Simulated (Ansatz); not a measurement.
# How many bands does the GW gap of Ga2S3 (Cc) need?, part 2 of 2

Aim: see how the G0W0 gap of Ga2S3 (Cc) on LDA moves with empty bands and screening cutoff, and what each rung costs.

Ansatz 0.2.0; G0W0 on LDA, plane waves, PAW; PAW set soft_1. Known limits of the many-body steps: not at the basis limit; no spin-orbit coupling; coarse k mesh.

So far. Step 4 (1073 empty bands, screening to 170 eV): Against the run with 4×4×2 mesh, 499 empty bands, screening to 102 eV, PAW set soft_1 files, the gap moves by +0.0003 eV.

### Step 5. Changing the k mesh: 2×2×2 mesh, 499 empty bands, screening to 102 eV, PAW set soft_1 files

Only the mesh changes. It samples the long-range screening, which converges on its own terms. Bands and cutoff differ from the step before, so it is read against an earlier run that matches them.

input.yaml

```yaml
crystal:
  lattice:
    - [5.5535, -3.1975, 0.0]
    - [5.5535, 3.1975, 0.0]
    - [-3.6339226554, 0.0, 6.0074160114]
  atoms:
    - { symbol: Ga, position: [0.63979, 0.44447, 0.12512] }
    - { symbol: Ga, position: [0.44447, 0.63979, 0.62512] }
    - { symbol: Ga, position: [0.2682, 0.13232, 0.11559] }
    - { symbol: Ga, position: [0.13232, 0.2682, 0.61559] }
    - { symbol: S, position: [0.9089, 0.0811, 0.9838] }
    - { symbol: S, position: [0.0811, 0.9089, 0.4838] }
    - { symbol: S, position: [0.4303, 0.2453, 0.4999] }
    - { symbol: S, position: [0.2453, 0.4303, 0.9999] }
    - { symbol: S, position: [0.5901, 0.7581, 0.0084] }
    - { symbol: S, position: [0.7581, 0.5901, 0.5084] }
kpoints:
  mp_grid: { grid: [2, 2, 2] }
hamiltonian:
  xc: lda
  pseudopotentials: { kind: paw, azcp: { folder: soft_1 }, xc_functional: pbe }
scf:
  occupations: { method: fixed }
gw:
  n_empty_bands: 499
  ecut_chi: 102
  qp_bands: [v3, c3]
  qp_kpoints: band_edges
  screening: { model: contour_deformation }
```

Command:

```console
> ansatz run input.yaml --threads 3 --pin off --max-ram 92160MiB --backend cuda --events-out ev --progress --plain --runs-dir out --devices 1 --max-vram 13GiB
```

Numbers of over 12 decimals in the logs are rounded to 6 here.

The program printed:

```text
GPUs: using 1 of 1 available (devices: 1).
[...]
GPU FFT provider: cuFFT
GPU libraries: cuBLAS 13.8.2, cuFFT 12.4.0, cuSOLVER 12.3.4
Crystal: 10 atoms, lattice volume = 213.351 Å³
Basis set: ecut = 420 eV, 4167 PW (Γ)
Bands: 54, of which v1, the nominal top of the filled ones, is band 44 counted from 1 (43 counted from 0)
Symmetry: 2 space group operations
[...]
k-points: 6 of 8
[...]
1    43      4.9073   -18.5948     2.4731   -15.5599  0.7358     4.3373     4.3455  root
[...]
5    44      4.9237   -18.3537     2.5143   -15.2693  0.7340     4.3450     4.3536  root
     5    45      7.9013    -9.2921    -4.0976   -14.1229  0.7743     8.6462     8.6345  root
     5    46      7.9013    -9.2921    -4.0976   -14.1229  0.7743     8.6462     8.6345  root
     5    47      8.7172    -9.6238    -4.3619   -14.7986  0.7651     9.5465     9.5301  root
[key lines of the parts left out:]
SCF converged after 9 iterations
Free energy (F): -20051.692285 eV
Fermi energy:    5.515357 eV
```

Elapsed: 19 s, on 1 × NVIDIA H100 80GB HBM3 (shared by 6 runs) with 3 threads of AMD EPYC 7R13 (Zen 3), shared host; peak memory 1.6 GiB; 31 s of CPU time.

Numbers from this step:

* bands summed: 543
* RPA ε∞ on this mesh (eigenvalues): 7.031, 7.184, 7.933
* plane waves in the screening matrix: 495
* G0W0 gap on the mesh: 2.981 eV
* k of the valence top: 0, 0, 0
* k of the conduction bottom: 0, 0, 0
* starting gap on the mesh: 1.662 eV
* least direct G0W0 gap on the computed points: 2.981 eV

Against the run with 4×4×2 mesh, 499 empty bands, screening to 102 eV, PAW set soft_1 files, the gap moves by −0.06 eV.

### Step 6. Changing the frequency model: 4×4×2 mesh, 499 empty bands, screening to 102 eV, plasmon pole, PAW set soft_1 files

A plasmon pole stands in for the full frequency dependence of the screening; this run shows what that costs in accuracy.

input.yaml: that of step 5 with these lines changed.

```diff
@@ -17,3 +17,3 @@
 kpoints:
-  mp_grid: { grid: [2, 2, 2] }
+  mp_grid: { grid: [4, 4, 2] }
 hamiltonian:
@@ -28,2 +28,2 @@
   qp_kpoints: band_edges
-  screening: { model: contour_deformation }
+  screening: { model: godby_needs }
```

The program printed:

```text
GPUs: using 1 of 1 available (devices: 1).
[...]
GPU FFT provider: cuFFT
GPU libraries: cuBLAS 13.8.2, cuFFT 12.4.0, cuSOLVER 12.3.4
Crystal: 10 atoms, lattice volume = 213.351 Å³
Basis set: ecut = 420 eV, 4167 PW (Γ)
Bands: 54, of which v1, the nominal top of the filled ones, is band 44 counted from 1 (43 counted from 0)
Symmetry: 2 space group operations
[...]
k-points: 14 of 32 (time reversal used)
[...]
1    43      4.9011   -18.4663     2.3171   -15.5593  0.7720     4.3087     4.3112  root
[...]
13    44      4.9177   -18.2554     2.3776   -15.2698  0.7711     4.3069     4.3097  root
    13    45      7.8989    -9.4072    -3.9045   -14.1254  0.8009     8.7167     8.7126  root
    13    46      7.8989    -9.4072    -3.9045   -14.1254  0.8009     8.7167     8.7126  root
    13    47      8.7146    -9.7249    -4.1674   -14.8036  0.7942     9.6315     9.6259  root
[key lines of the parts left out:]
SCF converged after 9 iterations
Free energy (F): -20051.785229 eV
Fermi energy:    5.509725 eV
```

The job ended after 85 s (1 × NVIDIA H100 80GB HBM3 (shared by 6 runs) with 3 threads; peak memory 3.1 GiB).

Numbers from this step:

| Property | Result |
| --- | --- |
| bands summed | 543 |
| plasmon-pole fit frequency | 23.85 eV |
| RPA ε∞ on this mesh (eigenvalues) | 6.012, 6.156, 6.670 |
| plane waves in the screening matrix | 495 |
| G0W0 gap on the mesh | 3.073 eV |
| k of the valence top | 0, 0, 0 |
| k of the conduction bottom | 0, 0, 0 |
| starting gap on the mesh | 1.665 eV |
| least direct G0W0 gap on the computed points | 3.073 eV |

Against the run with 4×4×2 mesh, 499 empty bands, screening to 102 eV, PAW set soft_1 files, the gap moves by +0.03 eV.

### Step 7. Changing the files: 4×4×2 mesh, 499 empty bands, screening to 102 eV, hard PAW files

Other atomic data (hard PAW) test the pseudisation: the cutoff goes from 420 to 1020 eV and the valence electrons from 88 to 120, which opens shells that were frozen.

This step: G0W0 on LDA, plane waves, PAW.

input.yaml: that of step 6 with these lines changed.

```diff
@@ -20,3 +20,3 @@
   xc: lda
-  pseudopotentials: { kind: paw, azcp: { folder: soft_1 }, xc_functional: pbe }
+  pseudopotentials: { kind: paw, source: ansatz }
 scf:
@@ -28,2 +28,2 @@
   qp_kpoints: band_edges
-  screening: { model: godby_needs }
+  screening: { model: contour_deformation }
```

The program printed:

```text
GPUs: using 1 of 1 available (devices: 1).
[...]
GPU FFT provider: cuFFT
GPU libraries: cuBLAS 13.8.2, cuFFT 12.4.0, cuSOLVER 12.3.4
Crystal: 10 atoms, lattice volume = 213.351 Å³
Basis set: ecut = 1020 eV, 15785 PW (Γ)
Bands: 72, of which v1, the nominal top of the filled ones, is band 60 counted from 1 (59 counted from 0)
Symmetry: 2 space group operations
[...]
k-points: 14 of 32 (time reversal used)
[...]
1    59      5.5302   -18.4692     2.3320   -15.5645  0.7446     4.9510     4.9575  root
[...]
13    60      5.5470   -18.2576     2.3966   -15.2742  0.7425     4.9531     4.9602  root
    13    61      8.5263    -9.4302    -3.9353   -14.1525  0.7850     9.3222     9.3132  root
    13    62      8.5263    -9.4302    -3.9353   -14.1525  0.7850     9.3222     9.3132  root
    13    63      9.3414    -9.7515    -4.2164   -14.8347  0.7749    10.2212    10.2081  root
[key lines of the parts left out:]
SCF converged after 9 iterations
Free energy (F): -38575.524083 eV
Fermi energy:    6.138897 eV
```

Run time: 6.1 min. Hardware: 1 × NVIDIA H100 80GB HBM3 (shared by 6 runs) with 3 threads; peak memory 4.3 GiB.

This step gave:

| Property | Result |
| --- | --- |
| bands summed | 559 |
| RPA ε∞ on this mesh (eigenvalues) | 6.017, 6.162, 6.676 |
| plane waves in the screening matrix | 495 |
| G0W0 gap on the mesh | 3.034 eV |
| k of the valence top | 0, 0, 0 |
| k of the conduction bottom | 0, 0, 0 |
| starting gap on the mesh | 1.664 eV |
| least direct G0W0 gap on the computed points | 3.034 eV |

Against the run with 4×4×2 mesh, 499 empty bands, screening to 102 eV, PAW set soft_1 files, the gap moves by −0.006 eV.

### Step 8. Side by side

Times are wall times on 1 × NVIDIA H100 80GB HBM3 (shared by 6 runs) with 3 threads of AMD EPYC 7R13 (Zen 3), shared host, good to a factor of about two.

| mesh | files | frequency | bands summed | cutoff (eV) | start (eV) | G0W0 (eV) | time | host memory (GiB) |
| --- | --- | --- | --- | --- | --- | --- | --- | --- |
| 4×4×2 | PAW set soft_1 | contour deformation | 220 | 51 | 1.665 | 3.032 | 24 s | 1.4 |
| 4×4×2 | PAW set soft_1 | contour deformation | 543 | 102 | 1.665 | 3.040 | 43 s | 2.2 |
| 4×4×2 | PAW set soft_1 | contour deformation | 1117 | 170 | 1.665 | 3.041 | 3.3 min | 4.7 |
| 2×2×2 | PAW set soft_1 | contour deformation | 543 | 102 | 1.662 | 2.981 | 19 s | 1.6 |
| 4×4×2 | PAW set soft_1 | plasmon pole | 543 | 102 | 1.665 | 3.073 | 85 s | 3.1 |
| 4×4×2 | hard PAW | contour deformation | 559 | 102 | 1.664 | 3.034 | 6.1 min | 4.3 |

The parts of the quasiparticle energy at the two band edges (eV; QP = start + Σx + Σc − Vxc):

| run | edge | start | Σx | Σc | Vxc | Z | QP |
| --- | --- | --- | --- | --- | --- | --- | --- |
| 220 bands | valence top | 5.51 | -18.62 | 2.60 | -15.80 | 0.75 | 5.29 |
| 220 bands | conduction bottom | 7.17 | -10.41 | -3.50 | -15.06 | 0.79 | 8.32 |
| 543 bands | valence top | 5.51 | -18.62 | 2.25 | -15.80 | 0.75 | 4.94 |
| 543 bands | conduction bottom | 7.17 | -10.41 | -3.84 | -15.06 | 0.79 | 7.98 |
| 1117 bands | valence top | 5.51 | -18.62 | 2.06 | -15.80 | 0.74 | 4.74 |
| 1117 bands | conduction bottom | 7.17 | -10.41 | -4.04 | -15.06 | 0.78 | 7.78 |

### Step 9. Summary of results

| Property | Result |
| --- | --- |
| 220 bands, 51 eV | 3.032 eV |
| 543 bands, 102 eV | 3.040 eV |
| 1117 bands, 170 eV | 3.041 eV |
| estimated limit in bands and cutoff | 3.04 eV |
| mesh and start | 4×4×2, LDA |

**Reading.** A line in one over the bands through the two highest rungs gives 3.04 eV, +0.0003 eV from the top rung; the pair below gives 3.05 eV, so the series converges faster than that law. The rungs stand 0.01 eV (220 bands), 0.00 eV (543 bands) and 0.00 eV (1117 bands) from it. From 220 to 1117 bands the gap moves by +0.01 eV while the time grows 8.2-fold. Σc changes by −0.55 eV at the valence top and −0.54 eV at the conduction bottom, so the levels themselves move more than the gap between them. On the 2×2×2 mesh in place of 4×4×2 the gap differs by −0.06 eV, of which −0.003 eV is already in the start. The plasmon-pole model gives +0.03 eV against contour deformation, 2 % of the correction, and saved no time in this program. Hard PAW files move the gap by −0.01 eV at equal bands and cutoff, −0.001 eV of it in the start. The cheapest rung within 0.1 eV of this estimate is that with 220 bands (24 s). The 4×4×2 mesh is coarse for this cell (its supercell is 14 Å along the shortest edge). The RPA ε∞ on it, from the LDA start, is 6.00, 6.15 and 6.66; such meshes misread the long-range screening, most where the gap is narrow. The many-body steps are scalar-relativistic: spin-orbit coupling is not in them.

[Paths, hosts, dates, memory and timing lines, banners, echoed tables and standing remarks are left out of the program output.]

[Logs are printed without paths, hosts, clocks, repeated set-up lines and the standing remarks that a program may print on its own settings, such as how far it seeks lower states.]

[Runs of the session that timed out or met a known fault of the program may be left out.]

[Cells called generated may have been cut or substituted from an entry of the Crystallography Open Database or the Materials Project.]

[Hosts, paths, dates, database ids (printed as entryN), source tags and the programs' standing remarks are cut or masked in the printed files.]
